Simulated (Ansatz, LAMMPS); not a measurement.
# Relaxing amorphous polyacrylonitrile (as short chains C14N4H18), from a frame at 440 K (108 atoms), part 2 of 3

Aim: bring amorphous polyacrylonitrile (as short chains C14N4H18), from a frame at 440 K (108 atoms) to a nearby minimum of the energy and see what moves.

Ansatz 0.2.0; Kohn-Sham DFT, RPBE+D3(BJ), PAW (set soft_2), plane waves.

The cell: 42 C, 12 N and 54 H. The network of contacts between molecules at the start is that of the classical potential that made the cell. The density was typed from a rule of thumb and may lie off the real one at this temperature. Sampling is at Γ alone, for a cell whose shortest periodic width is 11 Å.

So far. Step 3 (Single point at the start): Neighbours are counted within 1.34 Å (H-C), 1.85 Å (C-C), 1.62 Å (C-N).

### Step 4. Relaxation

With the cell held, the atoms are moved downhill towards a nearby minimum.

Contents of input.yaml:

```yaml
crystal:
  lattice:
    - [10.57077, 0.0, 0.0]
    - [0.0, 10.57077, 0.0]
    - [0.0, 0.0, 10.57077]
  atoms:
    [... the 108 atom lines of step 3 ...]
kpoints:
  mp_grid: { grid: [1, 1, 1] }
hamiltonian:
  xc: rpbe
  dispersion: d3bj
scf:
  occupations: { method: fixed }
output:
  forces: true
relax:
  f_tol: 0.05
  max_steps: 200
```

Launch:

```sh
> ansatz run input.yaml --threads 4 --pin off --max-ram 8192MiB --backend cpu --events-out ev --progress --plain --runs-dir out
```

Numbers of over 12 decimals in the logs are rounded to 6 here.

The program printed:

```text
[...]
Crystal: 108 atoms, lattice volume = 1181.190 Å³
Basis set: ecut = 420 eV, 23031 PW (Γ), exchange–correlation on 144×144×144 points (8 copies of the dense FFT grid, shifted against one another)
Bands: 249, of which v1, the nominal top of the filled ones, is band 141 counted from 1 (140 counted from 0)
Symmetry: 1 space group operations
[...]
k-points: 1
[...]
SCF iter   1: F=—  HF=-16099.182318 eV  |F-HF|=—  |Δ(HF+E_count)|=         —  Δρ=6.77e-3  dr2=7.61e-1  ethr=1.77e-3  ⟨swp⟩=5.0  Hψ=781  notcnv=0  defer=104
[...]
SCF iter   3: F=—  HF=-16099.094667 eV  |F-HF|=—  |Δ(HF+E_count)|=   1.16e-2  Δρ=2.00e-3  dr2=6.46e-2  ethr=6.55e-5  ⟨swp⟩=3.0  Hψ=289  notcnv=0  defer=37
automatic band count: iteration 3 solves 180 bands in place of 249: the levels show a gap, and the empty bands left out lie too high to hold charge; the band table lists the bands solved (type scf.n_extra_bands for more)
SCF iter   4: F=—  HF=-16099.087406 eV  |F-HF|=—  |Δ(HF+E_count)|=   7.26e-3  Δρ=6.06e-4  dr2=5.98e-3  ethr=2.29e-5  ⟨swp⟩=3.0  Hψ=283  notcnv=0  defer=37
[...]
SCF iter   7: F=-16099.086683 eV  HF=-16099.086710 eV  |F-HF|=2.67e-5  |Δ(HF+E_count)|=   9.14e-5  Δρ=4.84e-5  dr2=3.53e-5  ethr=2.22e-8  ⟨swp⟩=2.0  Hψ=606  notcnv=0
SCF 1 converged in 7 iterations: F = -16099.086683 eV  dr2 = 3.53e-5
[...]
relax step   1: F+E_penalty+E_count = -16099.08668340 eV  Δ(F+E_penalty+E_count) = +0.000e0 eV  max|allowed force component| = 3.890e0 eV/Å  Δτ_max = 0.0000 Å  (7 SCF iters, dr2 threshold 6.25e-5 eV, accepted)
[... from here on, the SCF cycles and remarks between the steps are left out ...]
relax step   2: F+E_penalty+E_count = -16103.69409054 eV  Δ(F+E_penalty+E_count) = -4.607e0 eV  max|allowed force component| = 1.340e0 eV/Å  Δτ_max = 0.1948 Å  (7 SCF iters, dr2 threshold 1.00e-4 eV, accepted)
relax step   3: F+E_penalty+E_count = -16104.50986035 eV  Δ(F+E_penalty+E_count) = -8.158e-1 eV  max|allowed force component| = 7.256e-1 eV/Å  Δτ_max = 0.1939 Å  (7 SCF iters, dr2 threshold 1.00e-4 eV, accepted)
relax step   4: F+E_penalty+E_count = -16104.74634514 eV  Δ(F+E_penalty+E_count) = -2.365e-1 eV  max|allowed force component| = 6.670e-1 eV/Å  Δτ_max = 0.1940 Å  (7 SCF iters, dr2 threshold 6.24e-5 eV, accepted)
relax step   5: F+E_penalty+E_count = -16104.86932991 eV  Δ(F+E_penalty+E_count) = -1.230e-1 eV  max|allowed force component| = 4.380e-1 eV/Å  Δτ_max = 0.1957 Å  (7 SCF iters, dr2 threshold 1.00e-4 eV, accepted)
relax step   6: F+E_penalty+E_count = -16104.91635300 eV  Δ(F+E_penalty+E_count) = -4.702e-2 eV  max|allowed force component| = 4.451e-1 eV/Å  Δτ_max = 0.1933 Å  (7 SCF iters, dr2 threshold 8.27e-5 eV, accepted)
relax step   7: F+E_penalty+E_count = -16104.96670259 eV  Δ(F+E_penalty+E_count) = -5.035e-2 eV  max|allowed force component| = 3.821e-1 eV/Å  Δτ_max = 0.1341 Å  (6 SCF iters, dr2 threshold 8.54e-5 eV, accepted)
relax step   8: F+E_penalty+E_count = -16105.00257440 eV  Δ(F+E_penalty+E_count) = -3.587e-2 eV  max|allowed force component| = 2.246e-1 eV/Å  Δτ_max = 0.2000 Å  (6 SCF iters, dr2 threshold 1.00e-4 eV, accepted)
relax step   9: F+E_penalty+E_count = -16105.03407687 eV  Δ(F+E_penalty+E_count) = -3.150e-2 eV  max|allowed force component| = 3.325e-1 eV/Å  Δτ_max = 0.1416 Å  (7 SCF iters, dr2 threshold 1.74e-5 eV, accepted)
relax step  10: F+E_penalty+E_count = -16105.06494778 eV  Δ(F+E_penalty+E_count) = -3.087e-2 eV  max|allowed force component| = 2.624e-1 eV/Å  Δτ_max = 0.1994 Å  (7 SCF iters, dr2 threshold 3.82e-5 eV, accepted)
relax step  11: F+E_penalty+E_count = -16105.09156516 eV  Δ(F+E_penalty+E_count) = -2.662e-2 eV  max|allowed force component| = 3.223e-1 eV/Å  Δτ_max = 0.1918 Å  (7 SCF iters, dr2 threshold 4.29e-5 eV, accepted)
relax step  12: F+E_penalty+E_count = -16105.12264079 eV  Δ(F+E_penalty+E_count) = -3.108e-2 eV  max|allowed force component| = 3.212e-1 eV/Å  Δτ_max = 0.1939 Å  (7 SCF iters, dr2 threshold 6.47e-5 eV, accepted)
relax step  13: F+E_penalty+E_count = -16105.15968358 eV  Δ(F+E_penalty+E_count) = -3.704e-2 eV  max|allowed force component| = 2.752e-1 eV/Å  Δτ_max = 0.1945 Å  (7 SCF iters, dr2 threshold 1.00e-4 eV, accepted)
relax step  14: F+E_penalty+E_count = -16105.19094881 eV  Δ(F+E_penalty+E_count) = -3.127e-2 eV  max|allowed force component| = 2.292e-1 eV/Å  Δτ_max = 0.1951 Å  (7 SCF iters, dr2 threshold 5.56e-5 eV, accepted)
relax step  15: F+E_penalty+E_count = -16105.21978002 eV  Δ(F+E_penalty+E_count) = -2.883e-2 eV  max|allowed force component| = 2.113e-1 eV/Å  Δτ_max = 0.1930 Å  (7 SCF iters, dr2 threshold 3.64e-5 eV, accepted)
relax step  16: F+E_penalty+E_count = -16105.23764849 eV  Δ(F+E_penalty+E_count) = -1.787e-2 eV  max|allowed force component| = 3.291e-1 eV/Å  Δτ_max = 0.1976 Å  (8 SCF iters, dr2 threshold 3.10e-5 eV, accepted)
relax step  17: F+E_penalty+E_count = -16105.24785157 eV  Δ(F+E_penalty+E_count) = -1.020e-2 eV  max|allowed force component| = 3.003e-1 eV/Å  Δτ_max = 0.0971 Å  (6 SCF iters, dr2 threshold 9.21e-5 eV, accepted)
relax step  18: F+E_penalty+E_count = -16105.26002724 eV  Δ(F+E_penalty+E_count) = -1.218e-2 eV  max|allowed force component| = 1.967e-1 eV/Å  Δτ_max = 0.0923 Å  (6 SCF iters, dr2 threshold 7.51e-5 eV, accepted)
relax step  19: F+E_penalty+E_count = -16105.27041126 eV  Δ(F+E_penalty+E_count) = -1.038e-2 eV  max|allowed force component| = 1.520e-1 eV/Å  Δτ_max = 0.1437 Å  (8 SCF iters, dr2 threshold 1.66e-5 eV, accepted)
relax step  20: F+E_penalty+E_count = -16105.27526324 eV  Δ(F+E_penalty+E_count) = -4.852e-3 eV  max|allowed force component| = 1.337e-1 eV/Å  Δτ_max = 0.0852 Å  (8 SCF iters, dr2 threshold 9.91e-6 eV, accepted)
relax step  21: F+E_penalty+E_count = -16105.28164110 eV  Δ(F+E_penalty+E_count) = -6.378e-3 eV  max|allowed force component| = 1.378e-1 eV/Å  Δτ_max = 0.1141 Å  (8 SCF iters, dr2 threshold 1.07e-5 eV, accepted)
relax step  22: F+E_penalty+E_count = -16105.28494848 eV  Δ(F+E_penalty+E_count) = -3.307e-3 eV  max|allowed force component| = 8.967e-2 eV/Å  Δτ_max = 0.0709 Å  (7 SCF iters, dr2 threshold 1.47e-5 eV, accepted)
relax step  23: F+E_penalty+E_count = -16105.28691191 eV  Δ(F+E_penalty+E_count) = -1.963e-3 eV  max|allowed force component| = 4.195e-2 eV/Å  Δτ_max = 0.0504 Å  (7 SCF iters, dr2 threshold 3.40e-6 eV, accepted)
relax step  24: F+E_penalty+E_count = -16105.28691370 eV  Δ(F+E_penalty+E_count) = -1.781e-6 eV  max|allowed force component| = 4.162e-2 eV/Å  Δτ_max = 0.0000 Å  (4 SCF iters, accepted)
SCF converged after 4 iterations
Free energy (F): -16105.286914 eV
[...]
Internal energy: -16105.286914 eV  (E = F + TS)
E sigma→0 (E₀):  -16105.286914 eV
Fermi energy:    -2.250376 eV
[...]
--- Forces (eV/Å), atoms counted from 1 ---
  atom   1  C      0.01946553     0.00402918    -0.00564215
  atom   2  C     -0.00302491     0.00328805    -0.00493436
  atom   3  C      0.00467787     0.00838726     0.01275138
  atom   4  C      0.01157210    -0.00661554     0.01193887
  atom   5  N     -0.02531304    -0.00158510    -0.01982296
  atom   6  C     -0.00220591    -0.00716774    -0.00637260
  atom   7  C     -0.00875947     0.00979597     0.01203830
  atom   8  C     -0.01062519     0.00649430    -0.00801430
  atom   9  N      0.02529159    -0.00917128    -0.00564272
  atom  10  C      0.00388797    -0.00648192     0.01515709
  atom  11  C     -0.00675842    -0.00029813    -0.00128479
  atom  12  C     -0.00215856     0.00891925    -0.00870141
  atom  13  N      0.00236111    -0.00506087     0.00281735
  atom  14  C      0.00706914     0.00608089     0.00410992
[...]
atom 107  H     -0.01547136     0.00588037    -0.00004671
  atom 108  H      0.00879947     0.01307205     0.00862611
  max |Σ_I F_I| component: 6.34e-5 eV/Å
--- Relaxed structure (24 steps of the walk, 24 accepted, 0 SCFs on fresh bases) ---
  F+E_penalty+E_count = -16105.28691370 eV   max|allowed force component| = 4.162e-2 eV/Å
  atoms:
    - { symbol: C, position: [0.306754, 0.030743, 0.898578] }
    - { symbol: C, position: [0.194712, 0.084320, 0.971856] }
    - { symbol: C, position: [0.172912, 0.014877, 0.098387] }
    - { symbol: C, position: [0.284397, 0.030034, 0.178983] }
[...]
- { symbol: H, position: [0.451875, 0.244220, 0.999651] }
```

Wall time 1.7 min (4 threads of Arm Neoverse V2, shared host); peak memory 1.1 GiB.

The steps of the relaxation (22 of 24):

```tsv
step	energy less that of the first step (eV)	largest force component (eV/Å)
1	0.0000	3.8902
2	-4.6074	1.3396
3	-5.4232	0.7256
4	-5.6597	0.6670
5	-5.7826	0.4380
6	-5.8297	0.4451
8	-5.9159	0.2246
9	-5.9474	0.3325
10	-5.9783	0.2624
11	-6.0049	0.3223
12	-6.0360	0.3212
13	-6.0730	0.2752
14	-6.1043	0.2292
15	-6.1331	0.2113
16	-6.1510	0.3291
17	-6.1612	0.3003
19	-6.1837	0.1520
20	-6.1886	0.1337
21	-6.1950	0.1378
22	-6.1983	0.0897
23	-6.2002	0.0419
24	-6.2002	0.0416
```

The atoms that moved most (Å):

```tsv
atom	dx	dy	dz	length
H104	-1.510	0.538	0.848	1.813
H59	-0.091	0.256	1.669	1.691
H57	1.085	-0.743	0.983	1.641
N85	-0.888	1.131	-0.476	1.514
H103	-0.931	-0.353	1.079	1.468
N77	1.449	0.129	0.001	1.455
H70	-0.109	-0.971	-1.072	1.451
N45	0.898	1.077	0.003	1.402
```

The relaxation changed the energy by -57.4 meV/atom, and atoms moved by 0.88 Å r.m.s., 1.8 Å at most.

### Step 5. Structure statistics after relaxation

Bonds before and after, by the cutoffs listed below:

```tsv
pair	bonds before	bonds after	mean before (Å)	mean after (Å)	spread before (Å)	spread after (Å)
H-C	54	54	1.095	1.096	0.035	0.002
C-C	39	39	1.518	1.518	0.050	0.036
C-N	12	12	1.159	1.165	0.016	0.001
```

Density 1.02 g/cm³, 10.94 Å³ an atom.

g(r), total and by pair (bins of 0.2 Å):

```tsv
r (Å)	total	H-H	H-C	H-N	C-C	C-N	N-N
1.00	3.48	0.00	8.95	0.00	0.00	0.00	0.00
1.20	0.95	0.00	0.66	0.00	0.00	8.10	0.00
1.40	0.44	0.00	0.00	0.00	2.94	0.00	0.00
1.60	0.93	0.00	0.00	0.00	6.15	0.00	0.00
1.80	0.77	3.07	0.00	0.00	0.00	0.00	0.00
2.00	0.29	0.23	0.58	0.00	0.00	0.00	0.00
2.20	1.61	0.27	3.97	0.00	0.00	0.00	0.00
2.40	0.92	2.16	0.07	0.49	1.94	0.00	0.00
2.60	1.53	2.09	1.06	1.27	2.09	1.62	0.00
2.80	1.14	0.45	2.21	1.49	0.00	0.00	0.00
3.00	0.97	1.79	0.65	1.61	0.60	0.00	0.00
3.20	0.74	0.57	0.51	2.16	0.79	0.45	0.00
3.40	1.04	0.43	1.16	1.62	0.41	2.71	0.56
3.60	1.01	0.74	0.96	1.62	0.37	2.31	1.05
3.80	0.80	1.13	0.53	0.71	0.72	1.23	1.38
4.00	0.95	0.88	0.88	0.63	1.04	1.64	1.24
4.20	0.82	0.71	0.92	0.49	0.87	0.95	1.12
4.40	0.95	0.90	0.82	1.55	1.12	0.62	0.34
4.60	0.86	0.73	0.81	1.27	0.79	1.10	0.94
4.80	1.02	1.01	0.88	1.30	1.00	1.37	1.14
5.00	1.00	0.98	1.04	0.79	1.01	1.17	1.06
5.20	0.98	1.07	0.95	1.21	0.87	0.59	1.93
```

Bonds by pair of elements; cutoffs follow the first minimum of g(r), held within bounds set by covalent radii, and pairs that aren't listed don't count as bonded:

```tsv
pair A-B	cutoff (Å)	bonds	mean length (Å)	spread (Å)	shortest (Å)	B about A	A about B
H-C	1.34	54	1.10	0.002	1.09	1	1.29
C-C	1.85	39	1.52	0.036	1.46	1.86	1.86
C-N	1.62	12	1.17	0.001	1.16	0.286	1
```

How many atoms have how many bonded neighbours:

```tsv
element	mean	1	2	4
C	3.43	0	12	30
H	1	54	0	0
N	1	12	0	0
```

Bond angles (no mean is given where the spread exceeds 20°):

```tsv
angle	count	mean (°)	spread (°)
C-C-H	102	109	1.7
C-C-C	48	112	2.6
H-C-H	30	108	0.9
C-C-N	12	177	1.2
```

Bond length by coordination (bonds to H left out):

```tsv
element	coordination	atoms	mean bond length (Å)
C	2	12	1.31
C	4	30	1.53
```

With the cutoffs above, 71 % of C atoms have 4, all H atoms have 1 and all N atoms have 1 bonded neighbour. The C-C-H angle averages 109° with a spread of 1.7°.

[end of part 2 of 3]

[Logs are printed without paths, hosts, clocks, repeated set-up lines and the standing remarks that a program may print on its own settings, such as how far it seeks lower states.]

[Hosts, paths, dates, database ids (printed as entryN), source tags and the programs' standing remarks are cut or masked in the printed files.]
